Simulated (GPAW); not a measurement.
**Cl/Pd(110): simulated STM images**

What would a tunnelling microscope show on Cl/Pd(110)?

Program: GPAW 26.7.0. Level of theory: GPAW, PAW setups; slab in vacuum, relaxation, in the first sound run; inputs show where later runs differ. Results are calculated unless marked as measured.

### Step 1. Starting point

The cell holds 6 atoms: 5 Pd and 1 Cl. Its edges and angles: a = 3.890 Å, b = 2.751 Å, c = 21.120 Å, α = 90.0°, β = 90.0°, γ = 90.0°. Vacuum lies along c.

### Step 2. Relaxation

Forces are removed first; all later runs use this geometry. The lowest 3 atoms are held at bulk positions and keep their forces.

File run.py:

```python
import json
import numpy as np
from ase import Atoms
from ase.constraints import FixAtoms
from ase.optimize import BFGS
from gpaw import GPAW, PW

slab = Atoms(
    ['Pd', 'Pd', 'Pd', 'Pd', 'Pd', 'Cl'],
    positions=[
        [0.00000, 0.00000, 7.00000],
        [1.94500, 1.37532, 8.37532],
        [0.00000, 0.00000, 9.75065],
        [1.94500, 1.37532, 11.12597],
        [0.00000, 0.00000, 12.50129],
        [1.94500, 0.00000, 14.12006]],
    cell=[[3.89, 0.0, 0.0], [0.0, 2.75065, 0.0], [0.0, 0.0, 21.12006]],
    pbc=[True, True, False])

slab.calc = GPAW(mode=PW(400), xc='PBE', kpts={'size': (8, 11, 1), 'gamma': True},
                 occupations={'name': 'fermi-dirac', 'width': 0.1}, nbands='160%',
                 convergence={'density': 1e-05}, maxiter=200,
                 poissonsolver={'dipolelayer': 'xy'},
                 symmetry={'tolerance': 1e-3, 'extra_ids': [1, 1, 1, 0, 0, 0]}, txt='slab.txt')
result = {}
slab.set_constraint(FixAtoms([0, 1, 2]))
path = []
opt = BFGS(slab, maxstep=0.2)
opt.attach(lambda: path.append((slab.get_potential_energy(), slab.positions.tolist(), slab.get_forces().tolist())))
result['relaxed'] = bool(opt.run(fmax=0.03, steps=40))
result['path'] = path
energy = slab.get_potential_energy()
fermi = slab.calc.get_fermi_level()
v = slab.calc.get_electrostatic_potential().mean((0, 1)) - fermi
n = slab.calc.get_pseudo_density().mean((0, 1))
L = slab.cell[2, 2]
z = np.arange(len(v)) * L / len(v)
low, high = slab.positions[:, 2].min(), slab.positions[:, 2].max()
below, above = np.interp([low - 4.8, high + 4.8], z, v)
slopes = [np.interp(x, z, np.gradient(v, z)) for x in (low - 4.8, high + 4.8)]
eps = np.array([[slab.calc.get_eigenvalues(k, s) for k in range(len(slab.calc.get_ibz_k_points()))]
                for s in range(slab.calc.get_number_of_spins())]) - fermi
top, bottom = eps[eps < 0].max(), eps[eps > 0].min()
dipole = slab.get_dipole_moment()[2]
print(f'energy {energy:.4f} eV, Fermi level {fermi:.4f} eV, dipole {dipole:.5f} e A')
print(f'potential 4.8 A off the faces, from the Fermi level: lower {below:.4f} eV, upper {above:.4f} eV')
print(f'slope of the potential there: lower {slopes[0]:.5f}, upper {slopes[1]:.5f} eV/A')
print(f'nearest levels on the mesh: {top:.4f} and {bottom:.4f} eV')
print('magnetic moment', round(slab.get_magnetic_moment(), 3))
result.update(energy=energy, fermi=fermi, dipole=dipole, below=below, above=above, slopes=slopes, edges=[top, bottom],
              z=z.tolist(), v=v.tolist(), n=n.tolist(), positions=slab.positions.tolist(),
              forces=slab.get_forces(apply_constraint=False).tolist(), moments=slab.get_magnetic_moments().tolist())
json.dump(result, open('result.json', 'w'))
```

Run with:

```console
$ OMP_NUM_THREADS=1 OPENBLAS_NUM_THREADS=1 python run.py
```

Output:

```text
Step          Energy          fmax
BFGS:    0      -19.836463        0.754646
BFGS:    1      -19.845156        0.680975
BFGS:    2      -19.884867        0.193272
BFGS:    3      -19.885617        0.172025
BFGS:    4      -19.889752        0.093767
BFGS:    5      -19.890436        0.097484
BFGS:    6      -19.891081        0.106202
BFGS:    7      -19.891806        0.103803
BFGS:    8      -19.893056        0.076673
BFGS:    9      -19.893787        0.036164
BFGS:   10      -19.894041        0.011583
energy -19.7201 eV, Fermi level 0.3806 eV, dipole -0.05221 e A
potential 4.8 A off the faces, from the Fermi level: lower 4.8873 eV, upper 5.7705 eV
slope of the potential there: lower -0.00034, upper 0.00010 eV/A
nearest levels on the mesh: -0.0071 and 0.0124 eV
magnetic moment 0.0
```

Elapsed: 30 min, on 1 thread of Intel Xeon Platinum 8375C at 2.90GHz (Ice Lake), shared host; peak memory 0.35 GiB.

Step by step:

```tsv
step	energy less that of the first step (eV)	largest force (eV/Å)
1	0.0000	0.7546
2	-0.0094	0.6810
3	-0.0551	0.1933
4	-0.0557	0.1720
5	-0.0592	0.0938
6	-0.0600	0.0975
7	-0.0609	0.1062
8	-0.0617	0.1038
9	-0.0630	0.0767
10	-0.0635	0.0362
11	-0.0634	0.0116
```

The atoms that moved most (Å):

```tsv
atom	dx	dy	dz	length
Pd5	0.000	0.000	0.163	0.163
Pd4	0.000	0.000	0.075	0.075
Cl6	0.000	0.000	0.050	0.050
```

The relaxed structure:

```xyz
6
Lattice="3.8900 0.0000 0.0000 0.0000 2.7506 0.0000 0.0000 0.0000 21.1201" Properties=species:S:1:pos:R:3
Pd    0.0000    0.0000    7.0000
Pd    1.9450    1.3753    8.3753
Pd    0.0000    0.0000    9.7507
Pd    1.9450    1.3753   11.2014
Pd    0.0000    0.0000   12.6639
Cl    1.9450    0.0000   14.1696
```

Numbers from this step:

| Property | Result |
| --- | --- |
| dipole along the normal | -0.05221 e·Å |
| levels nearest the Fermi level on the mesh | -0.007079, 0.01235 eV from the Fermi level |
| upper work function | 5.771 eV |
| lower work function | 4.887 eV |

The electrostatic potential energy of an electron (without an applied field's), less the Fermi level, planar mean oscillates, so the rows of the table below give means over windows of 1.45 Å about each position, cut where the curve ends. Its maxima inside the range that stand out by 2 % of the span (Å: eV): 7.7: -5.53, 9.1: -5.87, 10.5: -4.66, 12.0: -4.64, 13.5: -2.53. Its minima: 7.0: -12.6, 8.4: -13.2, 9.7: -13.1, 11.2: -13.0, 12.6: -12.9, 14.1: -14.1.

The electrostatic potential energy of an electron (without an applied field's), less the Fermi level, planar mean by z; means over each step:

z (Å), electrostatic potential energy of an electron (without an applied field's), less the Fermi level, planar mean (eV) and a bar from the least value:
```
     0.72        4.9 ############################
     2.17        4.9 ############################
     3.62        4.9 ############################
     5.07        4.6 ############################
     6.52       -4.8 #########
     7.97       -9.3 
     9.42       -9.4 
    10.87       -8.7 #
    12.32       -8.6 #
    13.77       -7.6 ####
    15.22        3.0 #########################
    16.67        5.7 ##############################
    18.12        5.8 ##############################
    19.57        5.8 ##############################
```

The pseudo valence density, planar mean oscillates, so the rows of the table below give means over windows of 1.4 Å about each position, cut where the curve ends. Its maxima inside the range that stand out by 2 % of the span (Å: e/Å³): 7.1: 1.63, 8.4: 1.76, 9.7: 1.74, 11.2: 1.75, 12.7: 1.71, 13.8: 0.480. Its minima: 7.8: 0.573, 9.1: 0.551, 10.6: 0.515, 11.9: 0.503, 13.4: 0.429.

Pseudo valence density, planar mean against z; means over each step:

```tsv
z (Å)	pseudo valence density, planar mean (e/Å³)
2.10	5.5e-6
3.50	2.0e-4
4.90	0.00800
6.30	0.533
7.70	1.09
9.10	1.09
10.50	1.01
11.90	0.994
13.30	0.783
14.70	0.284
16.10	0.00963
17.50	8.6e-5
```

The relaxation lowered the energy of the cell by 0.0634 eV (energies extrapolated to zero smearing; the optimiser's log prints free energies). The largest force left on a free atom is 0.012 eV/Å.

### Step 3. Plane waves, PBE

The work function is the vacuum plateau of the electrostatic potential less the Fermi level; a dipole layer lets the two faces have plateaus of their own.

This step: GPAW, PAW setups; slab in vacuum (GPAW 26.7.0).

run.py: that of step 2 with these lines changed.

```diff
@@ -3,4 +3,3 @@
 from ase import Atoms
-from ase.constraints import FixAtoms
-from ase.optimize import BFGS
+from ase.dft.stm import STM
 from gpaw import GPAW, PW
@@ -13,5 +12,5 @@
         [0.00000, 0.00000, 9.75065],
-        [1.94500, 1.37532, 11.12597],
-        [0.00000, 0.00000, 12.50129],
-        [1.94500, 0.00000, 14.12006]],
+        [1.94500, 1.37532, 11.20141],
+        [-0.00000, 0.00000, 12.66392],
+        [1.94500, 0.00000, 14.16962]],
     cell=[[3.89, 0.0, 0.0], [0.0, 2.75065, 0.0], [0.0, 0.0, 21.12006]],
@@ -23,10 +22,4 @@
                  poissonsolver={'dipolelayer': 'xy'},
-                 symmetry={'tolerance': 1e-3, 'extra_ids': [1, 1, 1, 0, 0, 0]}, txt='slab.txt')
+                 symmetry={'tolerance': 1e-3}, txt='slab.txt')
 result = {}
-slab.set_constraint(FixAtoms([0, 1, 2]))
-path = []
-opt = BFGS(slab, maxstep=0.2)
-opt.attach(lambda: path.append((slab.get_potential_energy(), slab.positions.tolist(), slab.get_forces().tolist())))
-result['relaxed'] = bool(opt.run(fmax=0.03, steps=40))
-result['path'] = path
 energy = slab.get_potential_energy()
@@ -52,2 +45,16 @@
               forces=slab.get_forces(apply_constraint=False).tolist(), moments=slab.get_magnetic_moments().tolist())
+
+# Images need the states of the whole zone, up to time reversal
+slab.calc = slab.calc.fixed_density(symmetry={'point_group': False}, txt='states.txt', nbands='220%',
+                                    convergence={'bands': 'CBM+0.8'})
+stm = STM(slab)
+result['stm'] = []
+for bias in [-0.5, 0.5]:
+    height = high + 3.5
+    current = stm.get_averaged_current(bias, height)
+    x, y, h = stm.scan(bias, current)
+    i, f = divmod(height / L * stm.ldos.shape[2], 1)
+    I = abs((1 - f) * stm.ldos[:, :, int(i)] + f * stm.ldos[:, :, int(i) + 1])
+    print(f'bias {bias} V: mean current at 3.5 A {current:.4e}, corrugation {np.ptp(h):.4f} A')
+    result['stm'].append(dict(bias=bias, current=current, h=(h - high).tolist(), I=I.tolist()))
 json.dump(result, open('result.json', 'w'))
```

Output:

```text
energy -19.7201 eV, Fermi level 0.3806 eV, dipole -0.05223 e A
potential 4.8 A off the faces, from the Fermi level: lower 4.8873 eV, upper 5.7702 eV
slope of the potential there: lower -0.00037, upper 0.00000 eV/A
nearest levels on the mesh: -0.0071 and 0.0123 eV
magnetic moment 0.0
bias -0.5 V: mean current at 3.5 A 2.6707e-06, corrugation 0.3750 A
bias 0.5 V: mean current at 3.5 A 1.9147e-06, corrugation 0.3558 A
```

Run time: 8.2 min. Hardware: 1 thread; peak memory 0.72 GiB.

Numbers from this step:

```yaml
dipole_along_the_normal: -0.05223 e·Å
levels_nearest_the_fermi_level_on_the_mesh: -0.007101, 0.01233 eV from the Fermi level
upper_work_function: 5.770 eV
corrugation_minus_0p5: 0.3750 Å
corrugation_0p5: 0.3558 Å
```

The electrostatic potential energy of an electron (without an applied field's), less the Fermi level, planar mean oscillates, so the rows of the table below give means over windows of 1.45 Å about each position, cut where the curve ends. Its maxima inside the range that stand out by 2 % of the span (Å: eV): 7.7: -5.53, 9.1: -5.87, 10.5: -4.66, 12.0: -4.64, 13.5: -2.53. Its minima: 7.0: -12.6, 8.4: -13.2, 9.7: -13.1, 11.2: -13.0, 12.6: -12.9, 14.1: -14.1.

The electrostatic potential energy of an electron (without an applied field's), less the Fermi level, planar mean by z; means over each step:

```tsv
z (Å)	electrostatic potential energy of an electron (without an applied field's), less the Fermi level, planar mean (eV)
0.72	4.94
2.17	4.89
3.62	4.88
5.07	4.56
6.52	-4.75
7.97	-9.31
9.42	-9.38
10.87	-8.69
12.32	-8.64
13.77	-7.57
15.22	3.03
16.67	5.75
18.12	5.77
19.57	5.77
```

The pseudo valence density, planar mean oscillates, so the rows of the table below give means over windows of 1.4 Å about each position, cut where the curve ends. Its maxima inside the range that stand out by 2 % of the span (Å: e/Å³): 7.1: 1.63, 8.4: 1.76, 9.7: 1.74, 11.2: 1.75, 12.7: 1.71, 13.8: 0.480. Its minima: 7.8: 0.573, 9.1: 0.551, 10.6: 0.515, 11.9: 0.503, 13.4: 0.429.

The pseudo valence density, planar mean by z; means over each step:

```tsv
z (Å)	pseudo valence density, planar mean (e/Å³)
2.10	5.7e-6
3.50	2.0e-4
4.90	0.00800
6.30	0.533
7.70	1.09
9.10	1.09
10.50	1.01
11.90	0.994
13.30	0.783
14.70	0.284
16.10	0.00963
17.50	8.6e-5
```

Tip height over the top atom over a1 and a2. Sample bias -0.5 V, constant current at the mean current 3.5 Å over the top atom.

Ten even steps from '_' (3.30 Å) to '@' (3.67 Å):
```
----==++**##%%@@@@@@@@@@%%##**++==--
::--====++##%%%%@@@@@@%%%%##++====--
::::--==++**##%%%%%%%%%%##**++==--::
..::::--==++**##########**++==--::::
......--==++++****##****++++==--....
____..::--==++**********++==--::..__
____..::--==++**********++==--::..__
____..::--==++**********++==--::..__
......--==++++****##****++++==--....
..::::--==++**##########**++==--::::
::::--==++**##%%%%%%%%%%##**++==--::
::--====++##%%%%@@@@@@%%%%##++====--
----==++**##%%@@@@@@@@@@%%##**++==--
----==++**##%%@@@@@@@@@@%%##**++==--
```
Columns: a1 from 0 to 0.944; rows upwards: a2 from 0 to 0.929.

Local density of states summed over the bias window over a1 and a2. Sample bias -0.5 V, constant height 3.5 Å over the top atom.

Ten even steps from '_' (1.60 × 1e-6 arbitrary) to '@' (4.20 × 1e-6 arbitrary):
```
..::::--++**##%%%%@@%%%%##**++--::::
....::--==++**####%%####**++==--::..
....::----++****######****++----::..
......::--==++++******++++==--::....
______..::--==++++++++++==--::..____
______..::--====++++++====--::..____
________::--====++++++====--::______
______..::--====++++++====--::..____
______..::--==++++++++++==--::..____
......::--==++++******++++==--::....
....::----++****######****++----::..
....::--==++**####%%####**++==--::..
..::::--++**##%%%%@@%%%%##**++--::::
::::::--++**##%%@@@@@@%%##**++--::::
```
Columns: a1 from 0 to 0.944; rows upwards: a2 from 0 to 0.929.

Tip height over the top atom over a1 and a2. Sample bias 0.5 V, constant current at the mean current 3.5 Å over the top atom.

Ten even steps from '0' (3.29 Å) to '9' (3.65 Å):
```
455678999999987655
445567899999876554
334556788888765543
233455677777655433
112345566666554321
011234555555543211
001234555555543210
011234555555543211
112345566666554321
233455677777655433
334556788888765543
445567899999876554
455678999999987655
455678999999987655
```
Columns: a1 from 0 to 0.944; rows upwards: a2 from 0 to 0.929.

Local density of states summed over the bias window over a1 and a2. Sample bias 0.5 V, constant height 3.5 Å over the top atom.

Ten even steps from '_' (1.20 × 1e-6 arbitrary) to '@' (2.80 × 1e-6 arbitrary):
```
----==++**##%%%%@@@@@@%%%%##**++==--
::::--==++**####%%%%%%####**++==--::
::::::--==++**##########**++==--::::
......::--==++++++++++++++==--::....
..____..::--==============--::..____
________::------======------::______
________..------======------..______
________::------======------::______
..____..::--==============--::..____
......::--==++++++++++++++==--::....
::::::--==++**##########**++==--::::
::::--==++**####%%%%%%####**++==--::
----==++**##%%%%@@@@@@%%%%##**++==--
----==++**##%%@@@@@@@@@@%%##**++==--
```
Columns: a1 from 0 to 0.944; rows upwards: a2 from 0 to 0.929.

Force by atom:

```tsv
atom	x (eV/Å)	y (eV/Å)	z (eV/Å)	size
Pd1	0.000	0.000	0.068	0.068
Pd2	0.000	0.000	-0.401	0.401
Pd3	0.000	0.000	0.347	0.347
Pd4	0.000	0.000	-0.006	0.006
Pd5	0.000	0.000	-0.013	0.013
Cl6	0.000	0.000	0.003	0.003
```

The potential is flat to 3.7e-4 eV/Å where it is read, so the vacuum is wide enough.

### Step 4. A changed run

One more run, with changed settings.

run.py: that of step 3 with these lines changed.

```diff
@@ -3,3 +3,2 @@
 from ase import Atoms
-from ase.dft.stm import STM
 from gpaw import GPAW, PW
@@ -18,5 +17,5 @@
 
-slab.calc = GPAW(mode=PW(400), xc='PBE', kpts={'size': (8, 11, 1), 'gamma': True},
+slab.calc = GPAW(mode=PW(400), xc='pbe96', kpts={'size': (8, 11, 1), 'gamma': True},
                  occupations={'name': 'fermi-dirac', 'width': 0.1}, nbands='160%',
-                 convergence={'density': 1e-05}, maxiter=200,
+                 convergence={'density': 1e-05}, maxiter=50,
                  poissonsolver={'dipolelayer': 'xy'},
@@ -45,16 +44,2 @@
               forces=slab.get_forces(apply_constraint=False).tolist(), moments=slab.get_magnetic_moments().tolist())
-
-# Images need the states of the whole zone, up to time reversal
-slab.calc = slab.calc.fixed_density(symmetry={'point_group': False}, txt='states.txt', nbands='220%',
-                                    convergence={'bands': 'CBM+0.8'})
-stm = STM(slab)
-result['stm'] = []
-for bias in [-0.5, 0.5]:
-    height = high + 3.5
-    current = stm.get_averaged_current(bias, height)
-    x, y, h = stm.scan(bias, current)
-    i, f = divmod(height / L * stm.ldos.shape[2], 1)
-    I = abs((1 - f) * stm.ldos[:, :, int(i)] + f * stm.ldos[:, :, int(i) + 1])
-    print(f'bias {bias} V: mean current at 3.5 A {current:.4e}, corrugation {np.ptp(h):.4f} A')
-    result['stm'].append(dict(bias=bias, current=current, h=(h - high).tolist(), I=I.tolist()))
 json.dump(result, open('result.json', 'w'))
```

Output:

```text
NameError: Unknown functional: pbe96.
```

Elapsed: 0.64 s, on 1 thread; peak memory 0.1 GiB.

The input was rejected at the start.

The program's message: “NameError: Unknown functional: pbe96.”

The change that led to it: xc = "pbe96".

### Step 5. Summary of results

- work function, upper and lower face: 5.770 and 4.887 eV
- dipole along the normal: -0.0522 e Å
- corrugation at -0.5 V: 0.375 Å
- corrugation at 0.5 V: 0.356 Å

In words: The tip height varies by 0.36 to 0.37 Å over the cell, much the same at every bias tried. Negative sample bias images filled states, positive bias empty ones. The two faces differ by 0.88 eV, the step that the slab's dipole makes (e p/(ε0 A) gives 0.88 eV), so the dipole layer is needed. The images are of Tersoff-Hamann type: an s-wave tip, no tip-sample forces, heights closer than in a microscope. The cell of 10.7 Å² holds one Cl, started on one chosen site; other sites and coverages weren't tried. The in-plane lattice was kept as typed, which isn't the functional's own and leaves some strain; spin-orbit coupling and temperature are left out.

[Logs are printed without paths, hosts, clocks, repeated set-up lines and the standing remarks that a program may print on its own settings, such as how far it seeks lower states.]

[Hosts, paths, dates, database ids (printed as entryN), source tags and the programs' standing remarks are cut or masked in the printed files.]
